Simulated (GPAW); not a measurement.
# Ti K-edge XANES of TiAs (P6_3/mmc)

What does one-electron theory with a core hole give for the Ti K edge of TiAs (P6_3/mmc)?

Program: GPAW 26.7.0. Level of theory: X-ray absorption from dipole matrix elements to empty bands, plane-wave PAW LDA. Results are calculated unless marked as measured.

Report form: the programs' logs are mostly left out.

### Step 1. Set-up

It takes space group P6_3/mmc (No. 194, hexagonal). Conventional cell: a = 3.680 Å, b = 3.680 Å, c = 6.024 Å, α = 90.00°, β = 90.00°, γ = 120.00°. Nearest to As lie 6 Ti at 2.60 Å. Nearest to Ti lie 6 As at 2.60 Å. Farther neighbours are not listed.

Coordinates:

```
As Ti
1.0
     3.68019    0.00000    0.00000
    -1.84009    3.18714    0.00000
     0.00000    0.00000    6.02367
As Ti
2 2
Direct
  0.33333 0.66667 0.25000
  0.66667 0.33333 0.75000
  0.00000 0.00000 0.00000
  0.00000 0.00000 0.50000
```

### Step 2. The field without a hole

The ground state comes first: it tells whether the system has a gap, which decides how the excited electron is treated.

scf.py reads:

```python
import numpy as np
from ase import Atoms
from ase.parallel import parprint, paropen
from gpaw import GPAW, PW, FermiDirac, Mixer, MixerDif, setup_paths
from gpaw.test import gen
setup_paths.insert(0, '.')
gen('Ti', name='nch1s', xcname='LDA', corehole=(1, 0, 0), write_xml=True)
from gpaw.mpi import world
world.barrier()

atoms = Atoms('As2Ti2',
    cell=[[3.6801875, 0, 0],
     [-1.84009375, 3.18713587, 0],
     [0, 0, 6.02366704]],
    scaled_positions=[[0.33333333, 0.66666667, 0.25],
     [0.66666667, 0.33333333, 0.75],
     [0, 0, 0],
     [0, 0, 0.5]],
    pbc=True)
atoms.calc = calc = GPAW(legacy_gpaw=True, mode=PW(430, force_complex_dtype=True), xc='LDA', setups={2: 'nch1s'},
    kpts={'size': (8, 8, 4), 'gamma': True}, occupations=FermiDirac(0.05),
    charge=0, mixer=Mixer(0.1, 5, 50), maxiter=150,
    convergence={'density': 0.0001, 'eigenstates': 1e-6}, txt='scf.txt')
energy = atoms.get_potential_energy() + calc.get_reference_energy()
ef = calc.get_fermi_level()
out = dict(energy=energy, fermi=ef, forces=atoms.get_forces().tolist())
parprint(f'all-electron energy {energy:.4f} eV, Fermi level {ef:.4f} eV')
ev = np.array([[calc.get_eigenvalues(k, s) for k in range(len(calc.get_ibz_k_points()))] for s in range(calc.get_number_of_spins())])
out['homo'], out['lumo'], out['counts'] = ev[ev < ef].max(), ev[ev > ef].min(), sorted(set((ev < ef).sum((0, 2)).tolist()))
out['filled'] = (ev[:, 0] < ef).sum(1).tolist()
import json
with paropen('out.json', 'w') as f:
    json.dump(out, f)
```

On the command line:

```bash
$ OMP_NUM_THREADS=1 mpirun -n 4 gpaw python scf.py
```

Run time: 17 s. Hardware: 4 MPI ranks of Intel Xeon Platinum 8488C (Sapphire Rapids), shared host; peak memory 0.2 GiB.

The mesh shows no gap, so the system is treated as a metal and the core electron is put at the Fermi level (neutral cell).

### Step 3. Spectrum without a core hole, Ti atom 3

Without a hole the spectrum is the empty density of states of the right symmetry on the absorber, weighted by matrix elements. It needs only the small cell and serves as the baseline. The data set with a hole of occupation 0 only carries the core orbital.

The absorber has 6 As at 2.60 Å and 2 Ti at 3.01 Å (8-fold, site symmetry -3m).

xas.py reads:

```python
import numpy as np
from ase import Atoms
from ase.parallel import parprint, paropen
from gpaw import GPAW, PW, FermiDirac, Mixer, MixerDif, setup_paths
from gpaw.test import gen
setup_paths.insert(0, '.')
gen('Ti', name='nch1s', xcname='LDA', corehole=(1, 0, 0), write_xml=True)
from gpaw.mpi import world
world.barrier()

atoms = Atoms('As2Ti2',
    cell=[[3.6801875, 0, 0],
     [-1.84009375, 3.18713587, 0],
     [0, 0, 6.02366704]],
    scaled_positions=[[0.33333333, 0.66666667, 0.25],
     [0.66666667, 0.33333333, 0.75],
     [0, 0, 0],
     [0, 0, 0.5]],
    pbc=True)
atoms.calc = calc = GPAW(legacy_gpaw=True, mode=PW(430, force_complex_dtype=True), xc='LDA', setups={2: 'nch1s'},
    kpts={'size': (11, 11, 6), 'gamma': True}, occupations=FermiDirac(0.1),
    charge=0, mixer=Mixer(0.1, 5, 50), maxiter=150,
    convergence={'density': 0.0001, 'eigenstates': 1e-6}, txt='scf.txt')
energy = atoms.get_potential_energy() + calc.get_reference_energy()
ef = calc.get_fermi_level()
out = dict(energy=energy, fermi=ef, forces=atoms.get_forces().tolist())
parprint(f'all-electron energy {energy:.4f} eV, Fermi level {ef:.4f} eV')
ev = np.array([[calc.get_eigenvalues(k, s) for k in range(len(calc.get_ibz_k_points()))] for s in range(calc.get_number_of_spins())])
out['homo'], out['lumo'], out['counts'] = ev[ev < ef].max(), ev[ev > ef].min(), sorted(set((ev < ef).sum((0, 2)).tolist()))
out['filled'] = (ev[:, 0] < ef).sum(1).tolist()

from ase.units import Ha
from gpaw.xas import dipole_matrix_elements
nb = int(calc.get_number_of_electrons() / 2) + 55
top, nb = nb, nb + 8 + nb // 12
nscf = calc.fixed_density(kpts={'size': (8, 8, 5), 'gamma': True}, nbands=nb,
    convergence={'bands': top, 'eigenstates': 5e-3}, maxiter=60, txt='nscf.txt')
cell = atoms.cell.array
ops = [cell.T @ U.T @ np.linalg.inv(cell.T) for U in nscf.wfs.kd.symmetry.op_scc]
E = np.arange(-25, 34, 0.1)
fwhm = np.interp(E, [4, 25], [0.94, 3.5])
Y, X, zero, highest = 0, 0, 1e9, 1e9
for spin in range(nscf.get_number_of_spins()):
    wfs = nscf.wfs
    mine = wfs.bd.get_slice()  # this rank's bands
    A = dipole_matrix_elements(wfs.setups[2])
    eps = np.zeros((wfs.kd.nibzkpts, nb))
    d = np.zeros((3, A.shape[1], wfs.kd.nibzkpts, nb), complex)
    for kpt in wfs.kpt_u:
        if kpt.s == spin and 2 in kpt.P_ani:
            eps[kpt.k, mine] = kpt.eps_n * Ha
            d[:, :, kpt.k, mine] = (kpt.weight * wfs.nspins / 2) ** 0.5 * np.inner(A, kpt.P_ani[2])
    world.sum(eps)
    world.sum(d)
    T = np.einsum('amkn,bmkn->abkn', d, d.conj()).real
    T = sum(np.einsum('ai,ijkn,bj->abkn', R, T, R) for R in ops) / len(ops)
    empty = eps > ef
    zero, highest = min(zero, eps[empty].min()), min(highest, eps[:, top - 1].min())
    lines = [(eps, T, empty)] if spin == 0 else lines + [(eps, T, empty)]
for eps, T, empty in lines:
    f = np.einsum('aakn->akn', T).reshape(3, -1)
    x = eps.ravel() - zero
    w = np.interp(x, E, fwhm) / 2.35482
    g = np.exp(-0.5 * ((E[:, None] - x) / w) ** 2) / (w * (2 * np.pi) ** 0.5)
    Y = Y + (f * empty.ravel()) @ g.T
    X = X + (f * ~empty.ravel()) @ g.T
out.update(E=E.round(2).tolist(), xas=Y.tolist(), xes=X.tolist(), zero=zero, valid=highest - zero, nk=len(eps), nb=nb)
for i in range(0, len(E), 10):
    parprint(f'{E[i]:7.2f}', *(f'{v:10.3e}' for v in Y[:, i]))
import json
with paropen('out.json', 'w') as f:
    json.dump(out, f)
```

On the command line:

```bash
$ OMP_NUM_THREADS=1 mpirun -n 4 gpaw python xas.py
```

Elapsed: 62 s, on 4 MPI ranks; peak memory 0.38 GiB; 4.1 min of CPU time.

The Ti K spectrum, Ti atom 3, no core hole (energy from the lowest empty level; intensity scaled to a mean of 1 over the first 20 eV; polarised curves are means over the symmetry-equivalent atoms):

```csv
E (eV),isotropic,ε ⊥ c,ε ∥ c
-2.0,0.00,0.00,0.00
-1.0,0.00,0.00,0.00
0.0,0.09,0.09,0.10
1.0,0.30,0.37,0.14
2.0,0.44,0.58,0.15
3.0,0.46,0.59,0.20
4.0,0.53,0.58,0.45
5.0,0.32,0.34,0.29
6.0,0.70,0.80,0.51
7.0,1.02,1.12,0.81
8.0,1.49,1.54,1.38
9.0,1.73,1.66,1.89
10.0,1.60,1.57,1.65
11.0,1.27,1.22,1.37
12.0,1.07,0.95,1.31
13.0,1.16,1.07,1.36
14.0,1.18,1.12,1.29
15.0,1.13,1.14,1.13
16.0,1.18,1.22,1.12
17.0,1.23,1.25,1.20
18.0,1.23,1.22,1.25
19.0,1.25,1.25,1.24
20.0,1.24,1.28,1.16
21.0,1.18,1.25,1.05
22.0,1.12,1.20,0.97
23.0,1.07,1.15,0.90
24.0,1.02,1.10,0.85
25.0,0.98,1.04,0.85
26.0,0.95,0.98,0.89
27.0,0.95,0.95,0.96
28.0,0.98,0.94,1.05
29.0,1.00,0.93,1.12
30.0,0.99,0.90,1.17
31.0,0.96,0.85,1.18
32.0,0.92,0.81,1.14
```

Main maxima below 30 eV (height): 3.7 eV (0.57), 9.0 eV (1.73), 13.5 eV (1.19), 19.5 eV (1.25) and 29.3 eV (1.00). A K edge sees empty p states, which here mix into the lowest empty bands, so that weight starts at the zero.

The same matrix elements for filled bands give the Ti K emission of Ti atom 3 (ground-state approximation; energy from the lowest empty level, largest value 1):

```csv
E (eV),emission
-24.00,0.00
-23.25,0.00
-22.50,0.00
-21.75,0.00
-21.00,0.00
-20.25,0.00
-19.50,0.00
-18.75,0.00
-18.00,0.00
-17.25,0.00
-16.50,0.00
-15.75,0.00
-15.00,0.00
-14.25,0.00
-13.50,0.00
-12.75,0.01
-12.00,0.09
-11.25,0.34
-10.50,0.34
-9.75,0.02
-9.00,0.00
-8.25,0.00
-7.50,0.00
-6.75,0.00
-6.00,0.02
-5.25,0.22
-4.50,0.40
-3.75,0.37
-3.00,0.80
-2.25,0.85
-1.50,0.25
-0.75,0.08
0.00,0.04
0.75,0.00
1.50,0.00
2.25,0.00
3.00,0.00
```

Emission maxima: -10.8 eV (0.45), -4.6 eV (0.41) and -2.6 eV (1.00).

### Step 4. Supercell without a hole, the energy reference

The photon energy needs a difference of total energies, so the cell and mesh of the coming hole run are first run without a hole.

Edit scf.py of step 2 so:

```diff
@@ -10,13 +10,21 @@
 
-atoms = Atoms('As2Ti2',
-    cell=[[3.6801875, 0, 0],
-     [-1.84009375, 3.18713587, 0],
-     [0, 0, 6.02366704]],
-    scaled_positions=[[0.33333333, 0.66666667, 0.25],
-     [0.66666667, 0.33333333, 0.75],
+atoms = Atoms('As6Ti6',
+    cell=[[-5.52028125, 3.18713587, 0],
+     [-5.52028125, -3.18713587, 0],
+     [3.6801875, 0, 6.02366704]],
+    scaled_positions=[[0.41666667, 0.75, 0.25],
+     [0.75, 0.08333333, 0.25],
+     [0.08333333, 0.41666667, 0.25],
+     [0.25, 0.91666667, 0.75],
+     [0.58333333, 0.25, 0.75],
+     [0.91666667, 0.58333333, 0.75],
      [0, 0, 0],
-     [0, 0, 0.5]],
+     [0.33333333, 0.33333333, 0],
+     [0.66666667, 0.66666667, 0],
+     [0.16666667, 0.16666667, 0.5],
+     [0.5, 0.5, 0.5],
+     [0.83333333, 0.83333333, 0.5]],
     pbc=True)
-atoms.calc = calc = GPAW(legacy_gpaw=True, mode=PW(430, force_complex_dtype=True), xc='LDA', setups={2: 'nch1s'},
-    kpts={'size': (8, 8, 4), 'gamma': True}, occupations=FermiDirac(0.05),
+atoms.calc = calc = GPAW(legacy_gpaw=True, mode=PW(430, force_complex_dtype=True), xc='LDA', setups={6: 'nch1s'},
+    kpts={'size': (5, 5, 5), 'gamma': True}, occupations=FermiDirac(0.1),
     charge=0, mixer=Mixer(0.1, 5, 50), maxiter=150,
```

On the command line:

```bash
$ OMP_NUM_THREADS=1 mpirun -n 4 gpaw python scf.py
```

It took 2 min on 4 MPI ranks; peak memory 0.37 GiB; 7.8 min of CPU time.

Reference energy: -507651.725 eV with the cores included.

### Step 5. Spectrum with XCH, Ti atom 3

The holes are 6.4 Å apart. In GPAW the data set carries the hole's charge, so charge=0 means a charged cell and charge=-1 a neutral one. The excited electron is kept in the cell, where it fills the lowest empty states and screens the hole. After the field has converged, empty bands are computed with the density fixed and the dipole matrix elements are summed.

Edit xas.py of step 3 so:

```diff
@@ -6,3 +6,3 @@
 setup_paths.insert(0, '.')
-gen('Ti', name='nch1s', xcname='LDA', corehole=(1, 0, 0), write_xml=True)
+gen('Ti', name='fch1s', xcname='LDA', corehole=(1, 0, 1), write_xml=True)
 from gpaw.mpi import world
@@ -10,14 +10,22 @@
 
-atoms = Atoms('As2Ti2',
-    cell=[[3.6801875, 0, 0],
-     [-1.84009375, 3.18713587, 0],
-     [0, 0, 6.02366704]],
-    scaled_positions=[[0.33333333, 0.66666667, 0.25],
-     [0.66666667, 0.33333333, 0.75],
+atoms = Atoms('As6Ti6',
+    cell=[[-5.52028125, 3.18713587, 0],
+     [-5.52028125, -3.18713587, 0],
+     [3.6801875, 0, 6.02366704]],
+    scaled_positions=[[0.41666667, 0.75, 0.25],
+     [0.75, 0.08333333, 0.25],
+     [0.08333333, 0.41666667, 0.25],
+     [0.25, 0.91666667, 0.75],
+     [0.58333333, 0.25, 0.75],
+     [0.91666667, 0.58333333, 0.75],
      [0, 0, 0],
-     [0, 0, 0.5]],
+     [0.33333333, 0.33333333, 0],
+     [0.66666667, 0.66666667, 0],
+     [0.16666667, 0.16666667, 0.5],
+     [0.5, 0.5, 0.5],
+     [0.83333333, 0.83333333, 0.5]],
     pbc=True)
-atoms.calc = calc = GPAW(legacy_gpaw=True, mode=PW(430, force_complex_dtype=True), xc='LDA', setups={2: 'nch1s'},
-    kpts={'size': (11, 11, 6), 'gamma': True}, occupations=FermiDirac(0.1),
-    charge=0, mixer=Mixer(0.1, 5, 50), maxiter=150,
+atoms.calc = calc = GPAW(legacy_gpaw=True, mode=PW(430, force_complex_dtype=True), xc='LDA', setups={6: 'fch1s'},
+    kpts={'size': (5, 5, 5), 'gamma': True}, occupations=FermiDirac(0.1),
+    charge=-1, mixer=Mixer(0.1, 5, 50), maxiter=150,
     convergence={'density': 0.0001, 'eigenstates': 1e-6}, txt='scf.txt')
@@ -33,5 +41,5 @@
 from gpaw.xas import dipole_matrix_elements
-nb = int(calc.get_number_of_electrons() / 2) + 55
+nb = int(calc.get_number_of_electrons() / 2) + 159
 top, nb = nb, nb + 8 + nb // 12
-nscf = calc.fixed_density(kpts={'size': (8, 8, 5), 'gamma': True}, nbands=nb,
+nscf = calc.fixed_density(kpts={'size': (5, 5, 5), 'gamma': True}, nbands=nb,
     convergence={'bands': top, 'eigenstates': 5e-3}, maxiter=60, txt='nscf.txt')
@@ -39,3 +47,3 @@
 ops = [cell.T @ U.T @ np.linalg.inv(cell.T) for U in nscf.wfs.kd.symmetry.op_scc]
-E = np.arange(-25, 34, 0.1)
+E = np.arange(-6, 34, 0.1)
 fwhm = np.interp(E, [4, 25], [0.94, 3.5])
@@ -45,3 +53,3 @@
     mine = wfs.bd.get_slice()  # this rank's bands
-    A = dipole_matrix_elements(wfs.setups[2])
+    A = dipole_matrix_elements(wfs.setups[6])
     eps = np.zeros((wfs.kd.nibzkpts, nb))
@@ -49,5 +57,5 @@
     for kpt in wfs.kpt_u:
-        if kpt.s == spin and 2 in kpt.P_ani:
+        if kpt.s == spin and 6 in kpt.P_ani:
             eps[kpt.k, mine] = kpt.eps_n * Ha
-            d[:, :, kpt.k, mine] = (kpt.weight * wfs.nspins / 2) ** 0.5 * np.inner(A, kpt.P_ani[2])
+            d[:, :, kpt.k, mine] = (kpt.weight * wfs.nspins / 2) ** 0.5 * np.inner(A, kpt.P_ani[6])
     world.sum(eps)
```

On the command line:

```bash
$ OMP_NUM_THREADS=1 mpirun -n 4 gpaw python xas.py
```

The job ended after 5.6 min (4 MPI ranks; peak memory 0.82 GiB; 22 min of CPU time).

The Ti K spectrum, Ti atom 3, excited-electron core hole (neutral cell) (energy from the lowest empty level; intensity scaled to a mean of 1 over the first 20 eV; polarised curves are means over the symmetry-equivalent atoms):

```csv
E (eV),isotropic,ε ⊥ c,ε ∥ c
-2.0,0.00,0.00,0.00
-1.5,0.00,0.00,0.00
-1.0,0.00,0.00,0.00
-0.5,0.01,0.01,0.01
0.0,0.07,0.07,0.06
0.5,0.17,0.20,0.10
1.0,0.28,0.35,0.14
1.5,0.38,0.50,0.15
2.0,0.42,0.56,0.14
2.5,0.41,0.56,0.13
3.0,0.44,0.56,0.20
3.5,0.55,0.64,0.38
4.0,0.52,0.56,0.45
4.5,0.33,0.35,0.29
5.0,0.28,0.30,0.25
5.5,0.48,0.53,0.39
6.0,0.77,0.85,0.60
6.5,0.94,1.06,0.72
7.0,1.06,1.18,0.82
7.5,1.28,1.37,1.09
8.0,1.60,1.62,1.56
8.5,1.77,1.69,1.92
9.0,1.74,1.63,1.96
9.5,1.68,1.62,1.80
10.0,1.58,1.57,1.60
10.5,1.39,1.36,1.44
11.0,1.20,1.13,1.35
11.5,1.11,1.00,1.32
12.0,1.09,0.98,1.31
12.5,1.11,1.01,1.30
13.0,1.14,1.05,1.30
13.5,1.16,1.10,1.30
14.0,1.18,1.13,1.27
14.5,1.17,1.15,1.20
15.0,1.16,1.18,1.12
15.5,1.16,1.20,1.08
16.0,1.18,1.22,1.10
16.5,1.20,1.22,1.14
17.0,1.21,1.22,1.18
17.5,1.22,1.23,1.21
18.0,1.23,1.24,1.23
18.5,1.25,1.25,1.24
19.0,1.24,1.26,1.22
19.5,1.23,1.25,1.17
20.0,1.19,1.24,1.11
20.5,1.16,1.22,1.04
21.0,1.13,1.20,0.99
21.5,1.11,1.19,0.96
22.0,1.09,1.17,0.93
22.5,1.06,1.15,0.90
23.0,1.03,1.11,0.87
23.5,1.00,1.08,0.85
24.0,0.98,1.05,0.84
24.5,0.95,1.01,0.84
25.0,0.94,0.98,0.85
25.5,0.93,0.96,0.87
26.0,0.92,0.94,0.90
26.5,0.93,0.92,0.94
27.0,0.93,0.91,0.98
27.5,0.94,0.90,1.02
28.0,0.95,0.90,1.06
28.5,0.96,0.89,1.09
29.0,0.96,0.88,1.12
29.5,0.96,0.86,1.14
30.0,0.95,0.85,1.15
30.5,0.94,0.83,1.15
31.0,0.92,0.81,1.14
31.5,0.90,0.80,1.11
32.0,0.88,0.79,1.07
```

Main maxima below 30 eV (height): 3.7 eV (0.57), 8.6 eV (1.77), 18.7 eV (1.25) and 28.9 eV (0.96). 

The total-energy difference is 4970.10 eV. One term is added: -22.68 eV, since the hole is spin-paired here and a spin-polarised one costs that much less in the free atom (computed apart). The photon energy is then 4947.42 eV. The tabulated edge of the element is 4966 eV. The functional leaves an error in such absolute values: in the free atom LDA prices this hole 13.2 eV below PBE (computed apart), and PBE is itself good to a few eV.

### Step 6. What the core hole does

Both curves are counted from their own zero, so only the shift of weight within the empty states shows.

```csv
E (eV),no hole,XCH
-2.0,0.00,0.00
-1.0,0.00,0.00
0.0,0.09,0.07
1.0,0.30,0.28
2.0,0.44,0.42
3.0,0.46,0.44
4.0,0.53,0.52
5.0,0.32,0.28
6.0,0.70,0.77
7.0,1.02,1.06
8.0,1.49,1.60
9.0,1.73,1.74
10.0,1.60,1.58
11.0,1.27,1.20
12.0,1.07,1.09
13.0,1.16,1.14
14.0,1.18,1.18
15.0,1.13,1.16
16.0,1.18,1.18
17.0,1.23,1.21
18.0,1.23,1.23
19.0,1.25,1.24
20.0,1.24,1.19
21.0,1.18,1.13
22.0,1.12,1.09
23.0,1.07,1.03
24.0,1.02,0.98
25.0,0.98,0.94
26.0,0.95,0.92
27.0,0.95,0.93
28.0,0.98,0.95
29.0,1.00,0.96
30.0,0.99,0.95
31.0,0.96,0.92
32.0,0.92,0.88
```

With each curve scaled to its own mean, the area from −2 to 6 eV with the hole is 2.4 against 2.4, and the centre of weight from −1 to 20 eV moves by -0.0 eV (first and strongest maxima below 20 eV: 3.7 eV (0.57), 9.0 eV (1.73), 13.5 eV (1.19) and 19.5 eV (1.25) without the hole, 3.7 eV (0.57), 8.6 eV (1.77) and 18.7 eV (1.25) with it), a small effect on these measures.

### Step 7. Results

```
absorber and edge                               : Ti K, atom 3 of the ground-state input (counted from 1)
surroundings                                    : 6 As at 2.60 Å and 2 Ti at 3.01 Å (8-fold, site symmetry -3m)
highest intensity below 24 eV                   : 8.6 eV above the zero, height 1.77
photon energy of the zero, with the added terms : 4947.4 eV (raw 4970.1 eV; LDA puts this hole about 13 eV below PBE, itself good to a few eV)
```

What this shows: The Ti K edge of atom 3, with 6 As at 2.60 Å and 2 Ti at 3.01 Å (8-fold, site symmetry -3m), has its highest intensity of the first 24 eV at 8.6 eV above the zero, near 4956 eV in photon energy (LDA puts this hole about 13 eV below PBE, itself good to a few eV), 1.8 times the mean level of the first 20 eV (Gaussian full width 0.94 eV up to 4 eV, rising linearly to 3.5 eV at 25 eV). With each curve scaled to its own mean, the area from −2 to 6 eV with the hole is 2.4 against 2.4, and the centre of weight from −1 to 20 eV moves by -0.0 eV (first and strongest maxima below 20 eV: 3.7 eV (0.57), 9.0 eV (1.73), 13.5 eV (1.19) and 19.5 eV (1.25) without the hole, 3.7 eV (0.57), 8.6 eV (1.77) and 18.7 eV (1.25) with it), a small effect on these measures. At the Ti K edge of atom 3 polarisation matters most near 2.3 eV, where the curves differ by 0.4 on this scale. The strongest dipole feature below the main edge lies at 3.7 eV (height 0.57); the site has an inversion centre, so it comes from p states mixed with the neighbours' empty states, not from local p–d mixing. Quadrupole 1s→3d transitions, which feed the pre-edge, are not in the dipole spectrum. The holes are only 6.4 Å apart, so the shape is probably not converged with cell size; no larger cell was run here. The mesh is coarse (0.24 Å⁻¹ between points), so small maxima may be mesh ripples. Lifetime broadening is put in by hand, and intensities beyond about 20 eV depend on it and on the partial waves. The structure is a computed Materials Project entry and may be a hypothetical form.

[Logs are printed without paths, hosts, clocks, repeated set-up lines and the standing remarks that a program may print on its own settings, such as how far it seeks lower states.]

[Hosts, paths, dates, database ids (printed as entryN), source tags and the programs' standing remarks are cut or masked in the printed files.]

[Lists of maxima count a maximum above −3 eV only where it reaches 4 % of the highest in the window and stands out from its surroundings by 2 % of it (1.5 % where it reaches 55 %); shoulders and weaker maxima are passed over, and of the rest the first, up to two pre-edge ones and the few strongest are named.]
